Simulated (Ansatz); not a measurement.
# Formation energy and levels of the hydrogen interstitial H_i (bond centre, by O) in MgO (Fm-3m)

Aim: at which Fermi levels does H_i (bond centre, by O) in MgO (Fm-3m) change its charge? The model is a cell of 54 host atoms with 1 H put in.

Program: Ansatz 0.2.0. Level of theory: place-levels on r2SCAN runs: charge-transition levels and formation energies with image-charge correction and potential alignment at the atomic sites; PAW set soft_1. Results are calculated unless marked as measured.

**Measured values to reproduce.**

For MgO, rocksalt (bulk crystal), “Electronic structure of alkaline earth and post-transition metal oxides” (2009, arxiv:0908.1581) quotes earlier work: band gap (literature experimental gap) 7.83 eV [Literature value based on experiment; other listed experimental values range from 7.7 to …].

Report form: the programs' logs are mostly left out.

### Step 1. The starting structure

The cell holds 55 atoms: 27 Mg, 27 O and 1 H. Its edges and angles: a = 8.925 Å, b = 8.925 Å, c = 8.925 Å, α = 60.0°, β = 60.0°, γ = 60.0°. It derives from MgO (space group Fm-3m). Nearest the centre at fractional (0.417, 0.583, 0.583): H55 at 0.00 Å, O28 at 1.05 Å, Mg35 at 1.05 Å, Mg51 at 2.35 Å, Mg47 at 2.35 Å, Mg29 at 2.35 Å, Mg33 at 2.35 Å, O30 at 2.35 Å.

Structure file:

```xyz
55
Lattice="0.0000 6.3112 6.3112 6.3112 0.0000 6.3112 6.3112 6.3112 0.0000" Properties=species:S:1:pos:R:3 pbc="T T T"
Mg    0.0000    0.0000    0.0000
O     2.1037    2.1037    2.1037
Mg    2.1037    2.1037    0.0000
O     4.2075    4.2075    2.1037
Mg    4.2075    4.2075    0.0000
O     6.3112    6.3112    2.1037
Mg    2.1037    0.0000    2.1037
O     4.2075    2.1037    4.2075
Mg    4.2075    2.1037    2.1037
O     6.3112    4.2075    4.2075
Mg    6.3112    4.2075    2.1037
O     8.4150    6.3112    4.2075
Mg    4.2075    0.0000    4.2075
O     6.3112    2.1037    6.3112
Mg    6.3112    2.1037    4.2075
O     8.4150    4.2075    6.3112
Mg    8.4150    4.2075    4.2075
O    10.5187    6.3112    6.3112
Mg    0.0000    2.1037    2.1037
O     2.1037    4.2075    4.2075
Mg    2.1037    4.2075    2.1037
O     4.2075    6.3112    4.2075
Mg    4.2075    6.3112    2.1037
O     6.3112    8.4150    4.2075
Mg    2.1037    2.1037    4.2075
O     4.2075    4.2075    6.3112
Mg    4.2075    4.2075    4.2075
O     6.3112    6.3112    6.3112
Mg    6.3112    6.3112    4.2075
O     8.4150    8.4150    6.3112
Mg    4.2075    2.1037    6.3112
O     6.3112    4.2075    8.4150
Mg    6.3112    4.2075    6.3112
O     8.4150    6.3112    8.4150
Mg    8.4150    6.3112    6.3112
O    10.5187    8.4150    8.4150
Mg    0.0000    4.2075    4.2075
O     2.1037    6.3112    6.3112
Mg    2.1037    6.3112    4.2075
O     4.2075    8.4150    6.3112
Mg    4.2075    8.4150    4.2075
O     6.3112   10.5187    6.3112
Mg    2.1037    4.2075    6.3112
O     4.2075    6.3112    8.4150
Mg    4.2075    6.3112    6.3112
O     6.3112    8.4150    8.4150
Mg    6.3112    8.4150    6.3112
O     8.4150   10.5187    8.4150
Mg    4.2075    4.2075    8.4150
O     6.3112    6.3112   10.5187
Mg    6.3112    6.3112    8.4150
O     8.4150    8.4150   10.5187
Mg    8.4150    8.4150    8.4150
O    10.5187   10.5187   10.5187
H     7.3631    6.3112    6.3112
```

Known beforehand: the electronic dielectric constant, 3.24, and the static one, 10.37, from a response run on this crystal (DFPT, PBEsol) at that run's own cell.

The cell's shortest repeat is 8.9 Å.

### Step 2. What was run first

A transition level is the Fermi level at which two charge states cost the same, so each charge needs its own total energy, at its own relaxed structure.

Each atom starts 0.05 Å or so off its site in a random direction: a symmetric start keeps its symmetry, and would miss off-centre moves and Jahn–Teller distortions. Forces are taken at one point at (¼, ¼, ¼). The cell holds 1 electron more than the neutral one, with a uniform background that keeps it neutral on the whole.

The sampling was tested on the host first: at the k-points planned (1x1x1 shifted 0.25 0.25 0.25) its energy lies 0.020 eV an atom from the dense-mesh value, under the bound of 0.02 eV set for this test; that bounds the host's error, not the defect's.

One of the inputs; charge, spin and start change from state to state.

Input file qm1.relax/input.yaml:

```yaml
crystal:
  lattice:
    - [0.0, 2.10374764, 2.10374764]
    - [2.10374764, 0.0, 2.10374764]
    - [2.10374764, 2.10374764, 0.0]
  atoms:
    - { symbol: Mg, position: [0.0, 0.0, 0.0] }
    - { symbol: O, position: [0.5, 0.5, 0.5] }
  supercell: [3, 3, 3]
  defects:
    - { interstitial: { symbol: H, position: [0.416667, 0.583333, 0.583333] } }
total_charge: -1
basis:
  ecutwfc: 500
  xc_grid: 2
hamiltonian:
  xc: r2scan
  pseudopotentials: { kind: paw, azcp: { folder: soft_1 } }
kpoints:
  mp_grid: { grid: [1, 1, 1], shift: [0.25, 0.25, 0.25] }
scf:
  occupations: { method: fixed }
  max_iter: 80
output:
  forces: true
  charged_corrections: { epsilon: 3.24, static_epsilon: 10.37 }
relax:
  f_tol: 0.02
  max_steps: 80
  random_displacement: { amplitude: 0.05, seed: 1611 }
checkpoint:
  write: "../qm1.relax.run"
  compress: false
  write_wavefunctions: true
  write_every: 100000
```

Launch:

```bash
$ ansatz run input.yaml --threads 4 --pin off --max-ram 7536MiB --backend cpu --events-out ev --progress --plain --runs-dir out
```

The relaxed structure is kept and the sampling changed to a 2×2×2 shifted mesh.

The run of this state that the levels use, under r2SCAN:

Input file qm1.point/input.yaml:

```yaml
crystal:
  checkpoint: "../qm1.relax.run"
  host: checkpoint
total_charge: -1
basis:
  ecutwfc: 500
  xc_grid: 2
hamiltonian:
  xc: r2scan
  pseudopotentials: { kind: paw, azcp: { folder: soft_1 } }
kpoints:
  mp_grid: { grid: [2, 2, 2], shift: [0.5, 0.5, 0.5] }
scf:
  occupations: { method: fermi_dirac, width: 0.01 }
  max_iter: 80
output:
  forces: true
  eigenvalues: true
  charged_corrections:
    epsilon: 3.24
    static_epsilon: 10.37
    defect_position: [0.416667, 0.583333, 0.583333]
  eigenstates: { localisation: true }
  populations: true
  band_densities: [{ bands: [v1, v1] }, { bands: [c1, c1] }]
  write_density: true
  write_potential: true
  volumetric_format: npy
checkpoint:
  read: "../qm1.relax.run"
  write: "../qm1.point.run"
  compress: false
  write_wavefunctions: false
  write_every: 100000
```

Relaxations under r2SCAN at one point at (¼, ¼, ¼); times on 4 threads of Arm Neoverse V1, shared host:

| charge | moment (μB) | occupations | outcome | steps | largest displacement against the far atoms (Å) | time |
| --- | --- | --- | --- | --- | --- | --- |
| −1 | 0 | fixed | converged | 14 | 1.48 | 2.5 min |
| 0 | 1 | fixed | converged | 13 | 1.48 | 5.4 min |
| +1 | 0 | fixed | converged | 9 | 0.92 | 1.7 min |

Single points under r2SCAN at a 2×2×2 shifted mesh; times on 4 threads of Arm Neoverse V1, shared host:

| charge | moment (μB) | occupations | outcome | time |
| --- | --- | --- | --- | --- |
| −1 | 0 | fermi-dirac | converged | 63 s |
| 0 | 1 | fermi-dirac | converged | 2.5 min |
| +1 | 0 | fermi-dirac | converged | 63 s |

Distances (Å) from H55 to the nearest atoms after relaxation with r2SCAN:

| charge | moment (μB) | 1. | 2. | 3. | 4. | 5. | 6. |
| --- | --- | --- | --- | --- | --- | --- | --- |
| −1 | 0 | Mg 1.76 | Mg 1.77 | Mg 1.77 | Mg 1.77 | O 2.06 | O 2.06 |
| 0 | 1 | Mg 1.86 | Mg 1.86 | Mg 1.86 | Mg 1.86 | O 1.92 | O 1.92 |
| +1 | 0 | O 0.97 | Mg 1.92 | Mg 1.92 | Mg 1.93 | O 2.20 | O 2.20 |

### Step 3. place-levels, r2SCAN

A charged cell interacts with its images and the background, and its potential has another zero than the host's. place-levels removes the first by a point-charge model, screened by the static dielectric constant since the ions have relaxed around the charge, and the second by comparing potentials at atoms far from the defect.

The host is a run of the defect-free crystal in the same cutoffs, grids and k-points, so that basis and sampling errors cancel in part in the differences. The host is run in a cell of 2 atoms on a matching mesh. Its band edges are searched through the zone by a band path, so the gap is smaller than, or equal to, that on the mesh. Chemical potentials are energies per atom of H (H2 molecule), run with the same functional and cutoff.

Input file levels.point.yaml:

```yaml
host:
  run: host.point.run
states: [qm1.point.run, q0_M1.point.run, qp1.point.run]
geometry_from:
  qm1.point.run: qm1.relax.run
  q0_M1.point.run: q0_M1.relax.run
  qp1.point.run: qp1.relax.run
chemical_potentials:
  H:
    energy: -15.945394
    dataset: "<sha256 of the dataset>"
epsilon: 3.24
static_epsilon: 10.37
vertical:
  - { from: qm1.point.run, to: qm1.point_neutral.run }
  - { from: qp1.point.run, to: qp1.point_neutral.run }
```

Launch:

```bash
$ ansatz place-levels levels.point.yaml -- --threads 4 --pin off --max-ram 7536MiB
```

Wall time 0.33 s (4 threads of Arm Neoverse V1, shared host).

Levels between the charges placed, in eV above the valence top:

|  | gap (eV) | (+1/0) | (0/−1) |
| --- | --- | --- | --- |
| r2SCAN | 5.68 | 4.52 | 3.72 |

Corrections by state:

| charge | moment (μB) | image terms and alignment (eV) | band filling (eV) | ε used | over the lowest of its charge, as the program ranks them, band filling apart (eV) |
| --- | --- | --- | --- | --- | --- |
| +1 | 0.0 | 0.307 | - | 10.37 | 0.000 |
| 0 | 1.0 | 0.000 | - | - | 0.000 |
| −1 | 0.0 | 0.222 | - | 10.37 | 0.000 |

The charged structures listed were also run neutral, and place-levels reads from each pair, by the potential or the spins, how wide the charge is by which they differ; that can be the carrier of either run.

| charge | rms radius (Å) | spread where it is widest against the cell (Å) | wide from (Å) | reading |
| --- | --- | --- | --- | --- |
| +1 | 3.1 | 1.77 | 1.26 | wide |
| −1 | 1.1 | 0.64 | 1.26 | narrow |

The neutral runs of these pairs need not share the spin of the lowest neutral state, and very wide values only mean spread over the cell.

From the program's caveats on the states, each cut to its opening words:

- charge +1: it parts from the run at its places by a charge that spreads by about 1.8 Å along one vector (1.3 Å or more is wide), by its potential at epsilon 3.24, taken [...]
- charge +1, 0 (1 μB), −1: its alignment with the host at atomic sites is doubtful: the cell is too small to show whether the defect's potential has decayed: take a larger one
- charge +1: the far atoms show a dipole or second moment of the defect's charge, for which the correction takes or leaves out 0.232 eV: further moments aren't read, and [...]
- charge 0 (1 μB): flagged: stability check not made

The host's formation energy from the elements is -2.963 eV per atom; it sets how far the chemical potentials can move.

Limit set by the element alone; other compounds of these elements are not counted. Chemical potentials from the elements' reference states: Mg 0.00 eV, O -5.93 eV, H 0.00 eV. Formation energy by charge state (Mg-rich; gap 5.68 eV):

| charge | at valence top (eV) | at conduction bottom (eV) | correction included (eV) |
| --- | --- | --- | --- |
| +1 | -0.49 | 5.18 | 0.31 |
| 0 | 4.02 | 4.02 | 0.00 |
| −1 | 7.74 | 2.06 | 0.22 |

| Fermi level (eV) | lowest formation energy (eV) |
| --- | --- |
| 0.00 | -0.49 |
| 0.52 | 0.02 |
| 1.03 | 0.54 |
| 1.55 | 1.05 |
| 2.06 | 1.57 |
| 2.58 | 2.08 |
| 3.10 | 2.60 |
| 3.61 | 3.12 |
| 4.13 | 3.61 |
| 4.65 | 3.09 |
| 5.16 | 2.58 |
| 5.68 | 2.06 |

Limit set by the element alone; other compounds of these elements are not counted. Chemical potentials from the elements' reference states: O 0.00 eV, Mg -5.93 eV, H 0.00 eV. Formation energies (O-rich), with the Fermi level at the valence top and at the conduction bottom (gap 5.68 eV):

| charge | at valence top (eV) | at conduction bottom (eV) | correction included (eV) |
| --- | --- | --- | --- |
| +1 | -0.49 | 5.18 | 0.31 |
| 0 | 4.02 | 4.02 | 0.00 |
| −1 | 7.74 | 2.06 | 0.22 |

```json
{"Fermi level (eV)": "0.00", "lowest formation energy (eV)": "-0.49"}
{"Fermi level (eV)": "0.52", "lowest formation energy (eV)": "0.02"}
{"Fermi level (eV)": "1.03", "lowest formation energy (eV)": "0.54"}
{"Fermi level (eV)": "1.55", "lowest formation energy (eV)": "1.05"}
{"Fermi level (eV)": "2.06", "lowest formation energy (eV)": "1.57"}
{"Fermi level (eV)": "2.58", "lowest formation energy (eV)": "2.08"}
{"Fermi level (eV)": "3.10", "lowest formation energy (eV)": "2.60"}
{"Fermi level (eV)": "3.61", "lowest formation energy (eV)": "3.12"}
{"Fermi level (eV)": "4.13", "lowest formation energy (eV)": "3.61"}
{"Fermi level (eV)": "4.65", "lowest formation energy (eV)": "3.09"}
{"Fermi level (eV)": "5.16", "lowest formation energy (eV)": "2.58"}
{"Fermi level (eV)": "5.68", "lowest formation energy (eV)": "2.06"}
```

### Step 4. The same at the relaxations' own k-points

The relaxations' own energies give the levels at their sampling, for comparison.

Input file levels.relax_mesh.yaml:

```yaml
host:
  run: host.relax.run
states: [qm1.relax.run, q0_M1.relax.run, qp1.relax.run]
chemical_potentials:
  H:
    energy: -15.945394
    dataset: "<sha256 of the dataset>"
```

Launch:

```bash
$ ansatz place-levels levels.relax_mesh.yaml -- --threads 4 --pin off --max-ram 7536MiB
```

It took 0.11 s on 4 threads.

Levels between neighbouring charges, in eV above the valence top:

|  | gap (eV) | (+1/0) | (0/−1) |
| --- | --- | --- | --- |
| one point at (¼, ¼, ¼) | 5.66 | 4.48 | 3.60 |
| a 2×2×2 shifted mesh | 5.68 | 4.52 | 3.72 |

Going from one point at (¼, ¼, ¼) to a 2×2×2 shifted mesh moves the levels that carry no band-filling term by up to 0.11 eV and formation energies against the elements by up to 0.13 eV.

### Step 5. Results

| Item | Value |
| --- | --- |
| gap of the host | 5.68 eV (r2SCAN) |
| level (plus 1/0) | 4.52 eV above the valence top, not a change between lowest states |
| level (0/minus 1) | 3.72 eV above the valence top, not a change between lowest states |
| level (plus 1/minus 1) | 4.12 eV above the valence top |
| lowest of the charges placed, just above the valence top (0.02 eV) | +1 |
| lowest of the charges placed, just below the conduction bottom (0.02 eV) | −1 |
| lowest formation energy at mid-gap of the charges run, Mg-rich | 2.34 eV |
| lowest formation energy at mid-gap of the charges run, O-rich | 2.34 eV |

**Reading.** Of the charges placed (−1, 0 and +1), the lowest changes at 4.12 eV (+1/−1) above the valence top, in a gap of 5.68 eV. (+1/−1) passes over charge 0, which lies 0.40 eV above the two there; a lower structure or spin state of it, if missed, would change that. Charges above +1 and below −1 were not placed, so these runs say nothing of levels that involve them. States placed: +1 at 0 μB; 0 at 1 μB; −1 at 0 μB. Other spin states or structures, where not listed, weren't placed. At charge −1, 0 and +1 the atom put in ends up to 1.5 Å from its starting place, so the name tells the start alone and the levels can join different sites. H is taken at its element; compounds, which aren't counted here, bound the chemical potentials and would shift these formation energies. Going from one point at (¼, ¼, ¼) to a 2×2×2 shifted mesh moves the levels that carry no band-filling term by up to 0.11 eV and formation energies against the elements by up to 0.13 eV. The program doubts the alignment of potentials for at least one state, a sign that the cell is small. Keep in mind: the images are only 8.9 Å apart; r2SCAN makes the gap too small and tends to spread out bound carriers; where a gas molecule sets a chemical potential or the host's formation energy, its binding is uncorrected.

Comparison with the measured values:

| quantity | measured | r2SCAN |
| --- | --- | --- |
| band gap (least gap of the host) (eV) | 7.83 | 5.68 (-2.15 eV) |

Measured values from arxiv:0908.1581 (2009).

How well it matches: The band gap is off by -2.15 eV: a clear miss. Local and semilocal functionals usually give gaps below the measured ones. Zero-point and thermal motion shift the measured gap.

[Logs are printed without paths, hosts, clocks, repeated set-up lines and the standing remarks that a program may print on its own settings, such as how far it seeks lower states.]

[Hosts, paths, dates, database ids (printed as entryN), source tags and the programs' standing remarks are cut or masked in the printed files.]

[Where a table of states has a column of steps, it counts the stored structures, which are thinned; the runs took as many ionic steps or more.]

[A defect's name tells the site on which it was built; relaxed atoms can leave that site.]

[For some hosts the program warned that the k-mesh of the response run may be too coarse for force constants and the static dielectric constant; such warnings are not shown here.]
